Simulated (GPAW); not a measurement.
# How TaN absorbs and reflects light

Aim: the dielectric function of TaN, and the optical constants that follow from it.

Main program and level: GPAW 26.7.0; DFT, LDA, plane-wave PAW (GPAW data sets), scalar-relativistic, RPA, optical limit.

## 1. The starting structure

The structure is cubic, space group Fm-3m (No. 225). The conventional cell has a = 4.358 Å, b = 4.358 Å, c = 4.358 Å, α = 90.00°, β = 90.00°, γ = 90.00°. Nearest to Ta lie 6 N at 2.18 Å. Nearest to N lie 6 Ta at 2.18 Å. Farther neighbours and most contacts between anions are not listed.

## 2. Ground state

The self-consistent density comes first; it also tells whether there is a gap, which decides the occupations and the need for a Drude term.

This step: DFT, LDA, plane-wave PAW (GPAW data sets), scalar-relativistic, ground state (GPAW 26.7.0).

File gs.py:

```python
from ase import Atoms
from ase.dft.bandgap import bandgap
from gpaw import GPAW, PW, FermiDirac

atoms = Atoms(['Ta', 'N'],
              cell=[[0.000000000000, 2.179000000000, 2.179000000000],
                    [2.179000000000, 0.000000000000, 2.179000000000],
                    [2.179000000000, 2.179000000000, 0.000000000000]],
              scaled_positions=[[0.500000000000, 0.500000000000, 0.500000000000],
                                [0.000000000000, 0.000000000000, 0.000000000000]],
              pbc=[True, True, True])
atoms.calc = GPAW(mode=PW(500), xc='LDA', kpts={'size': (9, 9, 9), 'gamma': True},
                  occupations=FermiDirac(0.05), maxiter=150, txt='gs.txt')
print('energy (eV)', atoms.get_potential_energy())
print('Fermi level (eV)', atoms.calc.get_fermi_level())
print('valence electrons', atoms.calc.get_number_of_electrons())
print('gap (eV)', bandgap(atoms.calc, output=None)[0])
print('direct gap (eV)', bandgap(atoms.calc, direct=True, output=None)[0])
atoms.calc.write('gs.gpw')
```

The run is started by

```console
$ OMP_NUM_THREADS=1 python gs.py
```

Numbers of over 12 decimals in the logs are rounded to 6 here.

Log:

```text
__  _  _
 | _ |_)|_||  |
 |__||  | ||/\| - 26.7.0

Versions:
  Python: 3.12.14
  ASE:    3.29.0
  Numpy:  2.5.5
  Scipy:  1.18.1
  Libxc:  7.0.0

Input parameters:
  mode=PW(ecut=500.0),
  kpts=MonkhorstPack(size=(9, 9, 9), gamma=True),
  maxiter=150,
  occupations=Occupations(name='fermi-dirac', width=0.05, fixmagmom=False),
  xc=XC(name='LDA')

Diagonalizing LCAO Hamiltonian
Converting LCAO to pw mode

              Ta

       N

Atoms  # Å, Bohr magnetons
|   | symbol |        x |        y |        z |    initial magnetic moments |
| 0 |     Ta | 2.179000 | 2.179000 | 2.179000 | ( 0.0000,  0.0000,  0.0000) |
| 1 |      N | 0.000000 | 0.000000 | 0.000000 | ( 0.0000,  0.0000,  0.0000) |

Unit cell  # Å
| periodic |        x |        y |        z |  lengths |    angles |
|      yes | 0.000000 | 2.179000 | 2.179000 | 3.081571 | 60.000000 |
|      yes | 2.179000 | 0.000000 | 2.179000 | 3.081571 | 60.000000 |
|      yes | 2.179000 | 2.179000 | 0.000000 | 3.081571 | 60.000000 |

Number of symmetries: 48
Symmetry operations  # r_c * U_cc + t_c -> r_c
|    | kind |            matrix            |
|  0 |  σ   |  1, 0, 0,  1, 0,-1,  1,-1, 0 |
|  1 |  C2  |  1, 0, 0,  1,-1, 0,  1, 0,-1 |
|  2 |  E   |  1, 0, 0,  0, 1, 0,  0, 0, 1 |
|  3 |  σ   |  1, 0, 0,  0, 0, 1,  0, 1, 0 |
|  4 |  C4  |  1, 0,-1,  1, 0, 0,  1,-1, 0 |
|  5 |  S6  |  1, 0,-1,  1,-1, 0,  1, 0, 0 |
|  6 |  σ   |  1, 0,-1,  0, 1,-1,  0, 0,-1 |
|  7 |  C3  |  1, 0,-1,  0, 0,-1,  0, 1,-1 |
|  8 |  S6  |  1,-1, 0,  1, 0, 0,  1, 0,-1 |
|  9 |  C4  |  1,-1, 0,  1, 0,-1,  1, 0, 0 |
| 10 |  C3  |  1,-1, 0,  0,-1, 1,  0,-1, 0 |
| 11 |  σ   |  1,-1, 0,  0,-1, 0,  0,-1, 1 |
| 12 |  σ   |  0, 1, 0,  1, 0, 0,  0, 0, 1 |
| 13 |  C4  |  0, 1, 0,  0, 1,-1, -1, 1, 0 |
| 14 |  C3  |  0, 1, 0,  0, 0, 1,  1, 0, 0 |
| 15 |  S6  |  0, 1, 0, -1, 1, 0,  0, 1,-1 |
| 16 |  C2  |  0, 1,-1,  1, 0,-1,  0, 0,-1 |
| 17 |  σ   |  0, 1,-1,  0, 1, 0, -1, 1, 0 |
| 18 |  S4  |  0, 1,-1,  0, 0,-1,  1, 0,-1 |
| 19 |  C4  |  0, 1,-1, -1, 1, 0,  0, 1, 0 |
| 20 |  C3  |  0, 0, 1,  1, 0, 0,  0, 1, 0 |
| 21 |  σ   |  0, 0, 1,  0, 1, 0,  1, 0, 0 |
| 22 |  S6  |  0, 0, 1,  0,-1, 1, -1, 0, 1 |
| 23 |  C4  |  0, 0, 1, -1, 0, 1,  0,-1, 1 |
| 24 |  S4  |  0, 0,-1,  1, 0,-1,  0, 1,-1 |
| 25 |  C3  |  0, 0,-1,  0, 1,-1,  1, 0,-1 |
| 26 |  C2  |  0, 0,-1,  0,-1, 0, -1, 0, 0 |
| 27 |  S6  |  0, 0,-1, -1, 0, 0,  0,-1, 0 |
| 28 |  S4  |  0,-1, 1,  1,-1, 0,  0,-1, 0 |
| 29 |  C4  |  0,-1, 1,  0, 0, 1, -1, 0, 1 |
| 30 |  C2  |  0,-1, 1,  0,-1, 0,  1,-1, 0 |
| 31 |  σ   |  0,-1, 1, -1, 0, 1,  0, 0, 1 |
| 32 |  C3  |  0,-1, 0,  1,-1, 0,  0,-1, 1 |
| 33 |  S6  |  0,-1, 0,  0, 0,-1, -1, 0, 0 |
| 34 |  S4  |  0,-1, 0,  0,-1, 1,  1,-1, 0 |
| 35 |  C2  |  0,-1, 0, -1, 0, 0,  0, 0,-1 |
| 36 |  C2  | -1, 1, 0,  0, 1, 0,  0, 1,-1 |
| 37 |  S6  | -1, 1, 0,  0, 1,-1,  0, 1, 0 |
| 38 |  S4  | -1, 1, 0, -1, 0, 1, -1, 0, 0 |
| 39 |  C3  | -1, 1, 0, -1, 0, 0, -1, 0, 1 |
| 40 |  S6  | -1, 0, 1,  0, 0, 1,  0,-1, 1 |
| 41 |  C2  | -1, 0, 1,  0,-1, 1,  0, 0, 1 |
| 42 |  C3  | -1, 0, 1, -1, 1, 0, -1, 0, 0 |
| 43 |  S4  | -1, 0, 1, -1, 0, 0, -1, 1, 0 |
| 44 |  C2  | -1, 0, 0,  0, 0,-1,  0,-1, 0 |
| 45 |  i   | -1, 0, 0,  0,-1, 0,  0, 0,-1 |
| 46 |  σ   | -1, 0, 0, -1, 1, 0, -1, 0, 1 |
| 47 |  C2  | -1, 0, 0, -1, 0, 1, -1, 1, 0 |

BZ-sampling:
  Number of BZ points: 729
  Number of IBZ points: 35

  Monkhorst-Pack size: [9, 9, 9]
  Monkhorst-Pack shift: [0, 0, 0]

K-points  # in reciprocal-cell coordinates
|     |                                coordinates |     weight |
|   0 | (  0.00000000,   0.00000000,   0.00000000) | 0.00137174 |
|   1 | (  0.11111111,   0.11111111,   0.00000000) | 0.00823045 |
|   2 | (  0.11111111,   0.11111111,   0.11111111) | 0.01097394 |
|   3 | (  0.22222222,   0.11111111,   0.11111111) | 0.01646091 |
|   4 | (  0.22222222,   0.22222222,   0.00000000) | 0.00823045 |
|   5 | (  0.22222222,   0.22222222,   0.11111111) | 0.03292181 |
|   6 | (  0.22222222,   0.22222222,   0.22222222) | 0.01097394 |
|   7 | (  0.33333333,   0.22222222,   0.11111111) | 0.03292181 |
|   8 | (  0.33333333,   0.22222222,   0.22222222) | 0.03292181 |
|   9 | (  0.33333333,   0.33333333,  -0.33333333) | 0.01646091 |
| ... |                                            |            |
|  34 | (  0.44444444,   0.44444444,   0.44444444) | 0.01097394 |

Plane wave coefficients: 534
Cutoff: 500.0 eV

Spin-components: 1 (collinear spins)
Bands:           15
Projectors:      11
Spin-degeneracy: 2
Datatype:        complex128

Parallelization:
  kpt:    1
  domain: 1
  band:   1

Density:
  Valence electrons: 18.0
  Components: 1
  Grid points: [16 16 16]
  Charge: 0.0  # |e|

Potential:
  Grid points: [16 16 16]

species:
  Ta:
    name:    Tantalum
    id:
    Z:       73.0
    valence: 13
    core:    60
    charge:  0.0  # [|e|]
    compensation charges:
      type: gauss
      rc: 0.42  # [Å]
      lmax: 2
    cutoffs:
      filter: 2.36  # [Å]
      core: 3.45  # [Å]
    projectors
    | kind |    occ | energy [eV] | rcut [Å] |
    |   5s |  2.000 |     -72.979 |    1.365 |
    |   6s |  2.000 |      -5.599 |    1.365 |
    |   5p |  6.000 |     -39.590 |    1.349 |
    |   6p |  0.000 |      -1.483 |    1.349 |
    |   5d |  3.000 |      -3.794 |    1.307 |
    |    d |        |      23.417 |    1.307 |

    Using partial waves for Ta as LCAO basis

  N:
    name:    Nitrogen
    id:
    Z:       7.0
    valence: 5
    core:    2
    charge:  0.0  # [|e|]
    compensation charges:
      type: gauss
      rc: 0.18  # [Å]
      lmax: 2
    cutoffs:
      filter: 1.11  # [Å]
      core: 0.96  # [Å]
    projectors
    | kind |    occ | energy [eV] | rcut [Å] |
    |   2s |  2.000 |     -18.420 |    0.603 |
    |   2p |  3.000 |      -7.237 |    0.529 |
    |    s |        |       8.791 |    0.603 |
    |    p |        |      19.974 |    0.529 |
    |    d |        |       0.000 |    0.577 |

    Using partial waves for N as LCAO basis

Reference energy: -425393.194025  # eV

eigensolver:
  PPCG
  Converge bands: occupied
  niter=2

density mixing:
  MSR1-Mixer
  Pratt-step length: 0.05
  Maximum mixing coefficient: 0.75
  Old densities: 10
  SVD Regularization: 0.005
  Good broyden scale: 1.0
  Trust region scale: 1.0
  Backstep threshold: 4.0
  History deletion threshold: 6.0
  Fourier metric: weight=20.0, sigma=0.015

occupation numbers:
  Fermi-Dirac:
    width: 0.0500  # eV

poisson solver:
  ecut: 4000.0  # eV

xc functional:
  name: None

convergence criteria:
- Maximum [total energy] change in last 3 cyles: 0.0005 eV / valence electron
- Maximum integral of absolute [dens]ity change: 0.0001 electrons / valence electron
- Maximum integral of absolute [eigenst]ate change: 4e-08 eV^2 / valence electron
maximum number of iterations: 150

SCF iterations
|iter     |      energy | eigst |  dens |
|iter:   1||  -23.302017 | +0.33 |       |
|iter:   2||  -22.854107 | -2.00 | -0.97 |
|iter:   3||  -21.771363 | -0.96 | -1.03 |
|iter:   4||  -21.772131 | -2.84 | -1.75 |
|iter:   5||  -21.775279c| -3.22 | -1.96 |
|iter:   6||  -21.775241c| -4.66 | -2.99 |
|iter:   7||  -21.775251c| -6.97 | -3.66 |
|iter:   8||  -21.775251c| -7.64c| -4.17c|

Converged in 8 steps
SCF loop duration: 3.108 s (0.388 s/step)
Energy contributions relative to reference atoms: (reference = -425393.194025)

Energy contributions:
  Kinetic:          16.190363
  Coulomb:         -15.368679
  Zero:             -0.311583
  External:          0.000000
  Xc:              -22.281388
  Entropy:          -0.007929
  Spinorbit:         0.000000
  ----------------------------
  Free energy:     -21.779216
  Extrapolated:    -21.775251

dipole moment: (-10.829004, -10.829004, -10.829004)  # |e|*Ang

Fermi level: 15.533
Eigenvalues  # (at kpt = [0.000, 0.000, 0.000])
| band index |      eig [eV] | occ [0-2] |
|          0 |       -53.577 |     2.000 |
|        ... |               |           |
|          3 |       -20.011 |     2.000 |
|          4 |        -3.248 |     2.000 |
|          5 |        11.798 |     2.000 |
|          6 |        11.798 |     2.000 |
|          7 |        11.798 |     2.000 |
|          8 |        13.468 |     2.000 |
|          9 |        13.468 |     2.000 |
|         10 |        13.468 |     2.000 |
|         11 |        15.662 |     0.140 |
|         12 |        15.662 |     0.140 |
|         13 |        17.533 |     0.000 |
|         14 |        40.360 |     0.000 |

No gap
No difference between direct/indirect transitions

--- standard output ---
energy (eV) -21.775251
Fermi level (eV) 15.532942
valence electrons 18.0
gap (eV) 0.0
direct gap (eV) 0.0
```

Wall time 4.9 s (1 thread of Arm Neoverse V2, shared host); peak memory 0.13 GiB.

This step gave:

* energy: -21.78 eV
* Fermi energy: 15.53 eV
* electrons: 18

There are states at the Fermi level within the smearing, so the occupations stay smeared and the carriers get a Drude term.

## 3. Bands for the response

The response needs many more empty bands than the density does.

This step: DFT, LDA, plane-wave PAW (GPAW data sets), scalar-relativistic, bands at fixed density (GPAW 26.7.0).

File nscf.py:

```python
from ase.dft.bandgap import bandgap
from gpaw import GPAW, FermiDirac

calc = GPAW('gs.gpw').fixed_density(kpts={'size': (14, 14, 14), 'gamma': True}, nbands=33, convergence={'bands': 27},
                                    occupations=FermiDirac(0.05), txt='nscf.txt')
print('gap (eV)', bandgap(calc, output=None)[0])
print('direct gap (eV)', bandgap(calc, direct=True, output=None)[0])
print('top band over the Fermi level (eV)', min(calc.get_eigenvalues(kpt=k)[26] for k in range(len(calc.get_ibz_k_points()))) - calc.get_fermi_level())
calc.write('full.gpw', mode='all')
```

The run is started by

```console
$ OMP_NUM_THREADS=1 python nscf.py
```

Log:

```text
Diagonalizing LCAO Hamiltonian
Converting LCAO to pw mode
convergence criteria:
- Maximum integral of absolute [eigenst]ate change: 4e-08 eV^2 / valence electron
maximum number of iterations: 150

SCF iterations
|iter     |      energy | eigst |  dens |
|iter:   1||             | +3.08 |       |
|iter:   2||             | +1.10 |       |
|iter:   3||             | -0.72 |       |
|iter:   4||             | -2.27 |       |
|iter:   5||             | -4.00 |       |
|iter:   6||             | -5.50 |       |
|iter:   7||             | -6.98 |       |
|iter:   8||             | -7.77c|       |
SCF steps: 8
  __  _  _
 | _ |_)|_||  |
 |__||  | ||/\| - 26.7.0

Versions:
  Python: 3.12.14
  ASE:    3.29.0
  Numpy:  2.5.5
  Scipy:  1.18.1
  Libxc:  7.0.0

Input parameters:
  mode=PW(ecut=500.0),
  convergence={'bands': 27},
  gpts=array([16, 16, 16]),
  kpts=MonkhorstPack(size=(14, 14, 14), gamma=True),
  maxiter=150,
  nbands=33,
  occupations=Occupations(name='fermi-dirac', width=0.05, fixmagmom=False),
  parallel={},
  xc=XC(name='LDA')

--- standard output ---
gap (eV) 0.0
direct gap (eV) 0.0
top band over the Fermi level (eV) 36.332366
```

Elapsed: 21 s, on 1 thread; peak memory 0.17 GiB.

## 4. Dielectric function, RPA

Local fields let the induced charge screen the field inside the cell, which as a rule lowers ε, most along directions where the density is uneven.

This step: DFT, LDA, plane-wave PAW (GPAW data sets), scalar-relativistic, RPA, optical limit (GPAW 26.7.0).

File df.py:

```python
from gpaw.response.df import DielectricFunction

df = DielectricFunction('full.gpw', frequencies={'type': 'nonlinear', 'domega0': 0.03, 'omega2': 8},
                        ecut=50,
                        eta=0.15,
                        nbands=27,
                        rate=0.05,
                        txt='df.txt')
for direction in ['x']:
    df.get_dielectric_function(xc='RPA', direction=direction, filename=f'df_{direction}.csv')
```

The run is started by

```console
$ OMP_NUM_THREADS=1 python df.py
```

Log:

```text
Using integrator: PointIntegrator
NonLinearFrequencyDescriptor(from 0.000 to 113.258 eV, 551 points)
Nonperiodic BCs:  [False False False]
Using integrator: PointIntegrator
NonLinearFrequencyDescriptor(from 0.000 to 113.258 eV, 551 points)
Nonperiodic BCs:  [False False False]
Using integrator: PointIntegrator

Calculating chi0 body with:
    Ground state adapter containing:
    Number of spins: 1
    Number of kpoints: 2744
    Number of irreducible kpoints: 104
    Number of completely occupied states: 8
    Number of partially occupied states: 13

    Linear response parametrization:
    q_c: [0.0, 0.0, 0.0]
    Number of frequency points: 551
    Planewave cutoff: 50.0
    Number of bands: 27
    Number of planewaves: 15
    Broadening (eta): 0.15

Integrating chi0 body.

Symmetries of q_c:
    Direct symmetries (Uq -> q): 48
    Indirect symmetries (TUq -> q): 0
In total 48 allowed symmetries.

104 groups of equivalent kpoints. 96.209913% reduction.

Integral kind: spectral function

Calculating chi0 optical extensions with:
    Ground state adapter containing:
    Number of spins: 1
    Number of kpoints: 2744
    Number of irreducible kpoints: 104
    Number of completely occupied states: 8
    Number of partially occupied states: 13

    Linear response parametrization:
    Number of frequency points: 551
    Planewave cutoff: 50.0
    Number of bands: 27
    Number of planewaves: 15
    Broadening (eta): 0.15
Integrating chi0 head and wings.

Symmetries of q_c:
    Direct symmetries (Uq -> q): 48
    Indirect symmetries (TUq -> q): 0
In total 48 allowed symmetries.

104 groups of equivalent kpoints. 96.209913% reduction.

Integral kind: spectral function wings

Calculating drude chi0 with:
    Number of frequency points:551
    Plasma frequency decay rate: 0.05 eV

    Ground state adapter containing:
    Number of spins: 1
    Number of kpoints: 2744
    Number of irreducible kpoints: 104
    Number of completely occupied states: 8
    Number of partially occupied states: 13

Symmetries of q_c:
    Direct symmetries (Uq -> q): 48
    Indirect symmetries (TUq -> q): 0
In total 48 allowed symmetries.

104 groups of equivalent kpoints. 96.209913% reduction.

Integral kind: intraband
Plasma frequency:
[[9.85+0.j 0.  +0.j 0.  +0.j]
 [0.  +0.j 9.85+0.j 0.  -0.j]
 [0.  -0.j 0.  -0.j 9.85+0.j]]
```

It took 6.6 s on 1 thread; peak memory 0.22 GiB.

Sum at mesh points, not converged in k. Im ε, E ∥ x against photon energy; read off at these points:

```tsv
photon energy (eV)	Im ε, E ∥ x
0.5	221
1.0	26.8
1.5	12.1
2.0	7.63
2.5	3.90
3.0	2.35
3.5	2.58
4.0	2.74
4.5	2.84
5.0	4.81
5.5	4.63
6.0	5.27
6.5	6.92
7.0	6.41
7.5	7.20
8.0	6.46
8.5	7.73
9.0	6.46
9.5	6.62
10.0	6.82
10.5	6.06
11.0	5.57
11.5	5.28
12.0	4.93
12.5	3.61
13.0	2.53
13.5	1.65
```

Values under 1 per cm are given as 1; sum at mesh points, not converged in k. Table of absorption coefficient, E ∥ x by photon energy:

photon energy (eV), log10 absorption coefficient, E ∥ x (1/cm) and a bar from the least value:
```
    0.492        6.1 ##############
    1.010        6.1 ###############
    1.486        6.1 ##############
    1.985        6.0 ##############
    2.508        6.0 #############
    3.018        6.0 ###########
    3.510        5.9 ########
    3.980        5.9 ######
    4.516        5.7 
    4.981        5.8 ####
    5.515        5.9 #####
    6.021        5.9 #######
    6.494        6.0 ###########
    6.985        6.0 ##############
    7.496        6.1 #################
    8.026        6.1 ################
    8.516        6.2 #####################
    9.023        6.2 #####################
    9.483        6.2 ######################
   10.026        6.3 #########################
   10.519        6.3 ##########################
   11.029        6.3 ##########################
   11.479        6.3 ##########################
   12.023        6.4 #############################
   12.504        6.4 ##############################
   13.000        6.4 ############################
   13.512        6.3 #########################
```

Sum at mesh points, not converged in k. Table of reflectivity at normal incidence, E ∥ x by photon energy; read off at these points:

photon energy (eV), reflectivity at normal incidence, E ∥ x (%) and a bar from the least value:
```
     0.50       96.6 ##############################
     1.00       96.7 ##############################
     1.50       94.6 #############################
     2.00       91.7 ############################
     2.50       91.0 ############################
     3.00       88.3 ###########################
     3.50       70.6 ###################
     4.00       51.0 ###########
     4.50       24.0 
     5.00       25.1 
     5.50       24.0 
     6.00       24.9 
     6.50       29.9 ##
     7.00       30.2 ###
     7.50       33.5 ####
     8.00       29.7 ##
     8.50       36.1 #####
     9.00       34.8 ####
     9.50       35.9 #####
    10.00       39.2 ######
    10.50       41.3 #######
    11.00       39.8 #######
    11.50       38.8 ######
    12.00       49.3 ##########
    12.50       56.0 #############
    13.00       56.5 #############
    13.34       59.6 ###############
    13.50       54.2 ############
```

Sum at mesh points, not converged in k. The Im ε, E ∥ x by photon energy; read off at these points:

```tsv
photon energy (eV)	without local fields	with local fields
0.5	221	221
1.0	26.8	26.8
1.5	12.1	12.1
2.0	7.61	7.63
2.5	3.89	3.90
3.0	2.35	2.35
3.5	2.58	2.58
4.0	2.74	2.74
4.5	2.83	2.84
5.0	4.85	4.81
5.5	4.66	4.63
6.0	5.32	5.27
6.5	6.92	6.92
7.0	6.36	6.41
7.5	7.16	7.20
8.0	6.44	6.46
8.5	7.74	7.73
9.0	6.44	6.46
9.5	6.58	6.62
10.0	6.76	6.82
10.5	6.00	6.06
11.0	5.52	5.57
11.5	5.31	5.28
12.0	5.06	4.93
12.5	3.75	3.61
13.0	2.65	2.53
13.5	1.75	1.65
```

Sum at mesh points, not converged in k. Loss function −Im 1/ε at q → 0, E ∥ x against energy loss; read off at these points:

```tsv
energy loss (eV)	loss function −Im 1/ε at q → 0, E ∥ x
0.50	7.2e-4
1.00	0.00144
1.50	0.00373
2.00	0.00793
2.50	0.0115
3.00	0.0208
3.50	0.0839
4.00	0.195
4.50	0.352
5.00	0.190
5.50	0.192
6.00	0.145
6.50	0.119
7.00	0.145
7.50	0.135
7.73	0.165
8.00	0.139
8.50	0.128
9.00	0.155
9.50	0.151
10.00	0.144
10.50	0.153
11.00	0.167
11.40	0.181
11.50	0.177
12.00	0.144
12.50	0.138
13.00	0.165
13.50	0.239
```

From ε follow the optical constants at some laser and lamp lines:

```tsv
wavelength (nm)	n	k	R (%)	1/α
1550	1.79	14.711	96.8	8.4 nm
1064	0.95	9.833	96.2	8.6 nm
800	0.79	7.265	94.4	8.8 nm
532	0.54	4.724	91.3	9.0 nm
450	0.46	3.776	88.8	9.5 nm
405	0.37	3.108	87.2	10 nm
308	0.77	1.732	49.8	14 nm
```

A polished face would reflect 91 % of daylight and look near white (CIE x = 0.315, y = 0.332 under D65).

## 5. What came out

**Reading.** At this level (LDA, RPA) TaN is a metal. The mesh is too coarse to trust the carriers' weight, the reflectivity or the colour to better than tens of per cent. A polished face would reflect 91 % of daylight and look near white (CIE x = 0.315, y = 0.332 under D65). The carriers' damping of 0.05 eV is typed, not computed; it shapes the response at the lowest energies. Spin-orbit coupling is left out although heavy atoms are present. In this version of GPAW the matrix elements of the optical limit are incomplete, which can lower ε − 1 by up to a tenth where first-row anions or d states rule, and shift it by more in d metals. GPAW's carrier term has the form −ωp²/(ω + i·rate)², which damps like twice the rate and fails at low energy, so the curves leave the lowest energies out. The sum runs over mesh points 0.18 Å⁻¹ apart with no interpolation, so peaks are partly noise of the mesh, and the Drude plasma energy, a sum over the Fermi surface, isn't converged.

[Machine, clock and banner lines and Python warnings are left out of the logs.]

[Logs are printed without paths, hosts, clocks, repeated set-up lines and the standing remarks that a program may print on its own settings, such as how far it seeks lower states.]

[Hosts, paths, dates, database ids (printed as entryN), source tags and the programs' standing remarks are cut or masked in the printed files.]
